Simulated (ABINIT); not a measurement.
```xyz
5
Lattice="4.252 0.000 0.000 0.000 4.252 0.000 0.000 0.000 4.252" Properties=species:S:1:pos:R:3 pbc="T T T" subject="Quasiparticle gap of CsMgF3 (Pm-3m) in ABINIT" method="RPA screening on LDA, plane waves, norm-conserving pseudopotentials (and 2 further levels or steps)" program="ABINIT 10.8.3" settings="cutoff 38 Ha, PseudoDojo scalar-relativistic 0.4.1 standard, norm-conserving, ngkpt (2, 2, 2), nband 51, ecuteps 3.2 Ha, inclvkb 2, shiftk (0, 0, 0), symchi 1, awtr 1, frequency ppm, 2×2×2 k-mesh" cost="5 runs, 3 min in all on 4 MPI ranks of Arm Neoverse N1, shared host" notes="The cell and positions are those that the Materials Project relaxed with its own functionals (PBE, PBE+U or r2SCAN), kept fixed. Limits: no spin-orbit coupling. The 2×2×2 mesh is coarse for this cell, which bears on the long-range parts of exchange and screening." lda_gap="6.39 eV, direct" g0w0_gap_on_the_mesh="10.45 eV" gw_settings="2×2×2 mesh, 51 bands, screening to 87.1 eV, Godby-Needs plasmon pole" known_limits="short of the basis limit; no spin-orbit coupling; coarse k mesh"
Cs    0.000    0.000    0.000
Mg    2.126    2.126    2.126
F     0.000    2.126    2.126
F     2.126    0.000    2.126
F     2.126    2.126    0.000
```

[Long decimals in the printed logs are rounded to 6 places.]

[Logs are printed without paths, hosts, clocks, repeated set-up lines and the standing remarks that a program may print on its own settings, such as how far it seeks lower states.]

[Paths, hosts, dates, memory and timing lines, banners, echoed tables and standing remarks are left out of the program output; an Ansatz launch command may be rebuilt from the run's recorded settings. Measured values are a selection of at most five: reports struck by readers or far from the other reports are left out. None is set beside runs whose start may be inverted or whose files or cutoffs have a known fault.]

[Runs of the session that timed out or met a known fault of the program may be left out.]

[Hosts, paths, dates, database ids (printed as entryN), source tags and the programs' standing remarks are cut or masked in the printed files.]

[G0W0 gaps are taken among the corrected bands and points alone; a level outside them can change the order at an edge.]

[Where Ansatz stands beside ABINIT at settings called matched, ABINIT's density can come from a denser mesh and the files from another edition; pairs whose starting gaps differed by over 0.03 eV were left out, so agreement reads better than it is.]
